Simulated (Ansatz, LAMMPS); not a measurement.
# Forces and charges in aqueous K+ and HSO4-, 4.6 mol of salt per kg of water at 300 K (172 atoms), part 2 of 2

Aim: energy, forces, charges and density of states of aqueous K+ and HSO4-, 4.6 mol of salt per kg of water at 300 K (172 atoms) at a fixed geometry.

Ansatz 0.2.0; Kohn-Sham DFT, r2SCAN+D4, PAW (set soft_2), plane waves.

The cell: 64 O, 4 S, 100 H and 4 K. The network of contacts between molecules at the start is that of the classical potential that made the cell. The concentration wasn't checked against solubility and may exceed it. The density was typed from a rule of thumb and may lie off the real one at this temperature. Sampling is at Γ alone, for a cell whose shortest periodic width is 12 Å.

So far. Step 3 (Plane-wave single point): Valence density in the ab plane at fractional z = 0.210, with atoms of S and O and H and K within 0.2 Å of it. It is the smooth field of the valence electrons, not physical close to the nuclei.

## Step 3: Plane-wave single point (continued)

Electrostatic potential energy in the ab plane at fractional z = 0.210, with atoms of S and O and H and K within 0.2 Å of it. With pseudopotentials it is smooth inside the atoms' cores, unlike the true potential.

Values in eV, 13 rows by 16 columns, each cell a mean:
```
 -5 -18 -34 -13   4   5   6   6   5   5   5   5 -22 -30 -14   1
  5   4 -23 -21 -13 -16 -10   5   5   5   5   5  -8  -8   4   5
  5   6   6   4  -1 -20 -24   3   5   4   0   3   4   5   5  -1
 -4   5   5   4   3   3   3   4   5   4  -5   2   5   5   3 -28
  0   4   4   2 -11 -19  -2   4   5   4   5   5   5   6   6   3
  4 -17 -11   2 -15 -24  -3   3   4  -6   0   5   3   6   6   6
  4 -16  -9   4   2   1   2   3   3  -2   2  -3 -35  -8   6   6
  5   2   4   5   4  -2  -1   4   4   5   5   2  -6   3   6   6
 -1 -16   2   5   4  -8  -9   4   6   5   5   5   5   6   6   5
-14 -29  -4   5   5   4   4   5   6   4   3   2   4   5   5   2
  3   3   3   5   6   6   5   4   5   2 -14 -25  -5   4   6   4
  4  -2 -10 -12   6   6  -1 -19   3   2 -21 -33  -8   4   5   5
-16 -31 -35  -9   5   6   4   2   5   4   1   0   3   3   3   0
```
Columns run along a (12.0 Å; values clipped at the 3rd and 97th percentile), rows up along b (12.0 Å). Atoms in or near the plane, at fractional coordinates: S at (0.13, 0.01), O at (0.18, 0.90), O at (0.08, 0.29), O at (0.37, 0.82), H at (0.30, 0.86), H at (0.36, 0.36), O at (0.81, 0.94), H at (0.45, 0.10), K at (0.70, 0.14).

Mean Löwdin charges: H +0.39, K +0.85, O -0.72, S +2.53 e (they miss 1.2 % of the electrons, so they add up to more than the cell's charge). The largest share in the top eV of filled states is O p (99 % of the projected weight), and in the lowest eV of empty states H s (51 % of the projected weight).

## Step 4: Distances and neighbours

Bonds and neighbours are counted at the geometry of the runs.

Density 1.35 g/cm³, 10.11 Å³ an atom.

g(r), total and by pair (bins of 0.2 Å):

```tsv
r (Å)	total	H-H	H-O	H-K	H-S	O-O	O-K
0.90	2.51	0.00	5.80	0.00	0.00	0.00	0.00
1.10	2.18	0.00	5.05	0.00	0.00	0.00	0.00
1.30	0.00	0.00	0.00	0.00	0.00	0.00	0.00
1.50	0.44	0.00	0.36	0.00	0.00	0.00	0.00
1.70	1.45	2.52	1.26	0.00	0.00	0.00	0.00
1.90	0.59	0.34	1.09	0.00	0.00	0.00	0.00
2.10	0.49	0.90	0.34	0.00	1.51	0.00	0.00
2.30	0.70	1.64	0.20	0.00	0.00	0.42	0.00
2.50	0.73	1.18	0.21	0.00	1.34	1.48	0.00
2.70	0.87	0.72	0.53	0.73	1.43	2.00	3.32
2.90	1.00	0.72	0.89	1.61	1.60	1.58	3.62
3.10	1.04	0.69	1.35	1.94	0.74	0.81	1.98
3.30	1.27	1.02	1.61	2.38	0.32	0.93	0.50
3.50	1.09	1.16	1.07	1.56	0.56	0.99	0.88
3.70	1.11	1.02	1.25	1.13	1.12	0.84	0.40
3.90	1.01	1.07	1.01	0.68	0.80	0.95	0.53
4.10	1.08	1.23	0.97	0.94	1.32	1.15	0.48
4.30	0.94	0.96	0.90	0.18	1.60	0.95	1.31
4.50	0.99	0.93	1.02	0.60	1.04	1.07	1.31
4.70	0.96	1.08	0.84	1.24	0.94	0.95	1.22
4.90	0.99	0.97	0.93	1.29	1.09	1.19	1.34
5.10	0.96	0.93	0.97	0.79	1.07	0.97	1.16
5.30	0.93	0.92	0.95	0.80	0.68	0.95	1.06
5.50	1.03	1.02	1.10	1.31	0.74	0.84	1.08
5.70	1.01	0.97	1.04	0.96	1.48	0.93	0.91
5.90	1.00	0.99	1.03	1.09	0.70	0.99	0.93
```

Bonds by pair of elements; cutoffs follow the first minimum of g(r), held within bounds set by covalent radii, and pairs that aren't listed don't count as bonded:

```tsv
pair A-B	cutoff (Å)	bonds	mean length (Å)	spread (Å)	shortest (Å)	B about A	A about B
H-O	1.21	100	1	0.006	0.962	1	1.56
O-K	3.38	29	2.90	0.184	2.63	0.453	7.25
O-S	2.02	16	1.49	0.069	1.42	0.25	4
```

The cutoff for O-K falls short of the minimum of g(r), so counts run low and odd coordinations can be artefacts.

How many atoms have how many bonded neighbours:

```tsv
element	mean	1	2	3	4	7	8
H	1	100	0	0	0	0	0
K	7.25	0	0	0	0	3	1
O	2.27	6	36	21	1	0	0
S	4	0	0	0	4	0	0
```

Bond angles (no mean is given where the spread exceeds 20°):

```tsv
angle	count	mean (°)	spread (°)
O-K-O	91	-	-
H-O-H	48	110	0
H-O-K	45	-	-
O-S-O	24	109	6
K-O-S	7	126	19.1
```

Hydrogen bonds between water molecules (O–O under 3.5 Å, H–O···O angle under 30°):

```tsv
hydrogen bonds to other water	molecules
0	0
1	4
2	13
3	20
4	11
```

First shells of the ions:

```tsv
ion	count	shell	mean number
K	4	water O within 3.6 A	6.5
```

Bond length by coordination (bonds to H left out):

```tsv
element	coordination	atoms	mean bond length (Å)
K	7	3	2.88
K	8	1	2.98
O	1	6	1.45
O	2	9	2.04
O	3	21	2.86
O	4	1	2.93
```

The 48 water molecules hold 2.79 hydrogen bonds each to other water on average, with a mean O–O distance of 2.81 Å. Ion shells in this frame: K 6.5 (water O within 3.6 Å).

The surroundings of S2, which bears the longest force, nearest first, numbered as they follow in the input and with coordinates relative to it.

```tsv
atom	x	y	z	distance (Å)	bonds	Löwdin charge (e)	Fx	Fy	Fz (eV/Å)
S2	0.00	0.00	0.00	0.00	4	2.52	-2.34	1.14	-3.95
O3	1.36	-0.16	0.41	1.43	1	-0.73	1.35	-0.88	1.31
O4	-0.75	1.05	0.67	1.45	1	-0.75	-0.29	-0.90	0.71
O5	-0.75	-1.23	-0.32	1.47	2	-0.75	1.82	0.76	1.12
O1	0.26	0.62	-1.48	1.62	3	-0.70	0.16	1.24	0.46
H6	0.48	1.61	-1.32	2.14	1	0.39	-0.77	-1.08	-0.49
H63	1.62	0.05	1.97	2.55	1	0.39	0.15	-0.46	1.08
H53	1.73	-1.84	0.64	2.61	1	0.38	1.05	-1.29	0.24
H116	2.47	0.78	-0.63	2.66	1	0.39	1.65	0.56	0.14
H69	-2.27	0.05	1.41	2.68	1	0.38	-1.38	-0.01	1.07
H167	-2.25	-1.49	-0.42	2.74	1	0.39	-1.24	0.39	-0.58
```

The column of bonds counts only the pairs H-O within 1.21 Å, O-K within 3.38 Å, O-S within 2.02 Å; other neighbours, such as metal atoms beside each other in a compound, aren't counted, and periodic images can show an atom twice.

## Step 5: Outcome

| Item | Value |
| --- | --- |
| free energy per atom | -277.8870 eV/atom |
| pressure | -2.859 GPa |
| r.m.s. force component | 0.7552 eV/Å |
| gap (highest filled to lowest empty level) | 4.97 eV |
| wall time of the 1 DFT run | 39 s |

Between filled and empty levels lie 4.97 eV (at Γ alone); a semilocal functional tends to put such gaps too low. In a disordered cell it changes from sample to sample and from frame to frame. The 48 water molecules hold 2.79 hydrogen bonds each to other water on average, with a mean O–O distance of 2.81 Å.

**Limits.** The force components of 0.76 eV/Å r.m.s. hold both thermal displacement and the mismatch between the potential that made the cell and DFT, above all in bond lengths inside molecules. The pressure of -2.9 GPa is that of one thermal frame, in which the classical model's bond lengths enter as well as the volume, without the kinetic term and with the strain of bonds inside molecules.

[Logs are printed without paths, hosts, clocks, repeated set-up lines and the standing remarks that a program may print on its own settings, such as how far it seeks lower states.]

[Hosts, paths, dates, database ids (printed as entryN), source tags and the programs' standing remarks are cut or masked in the printed files.]
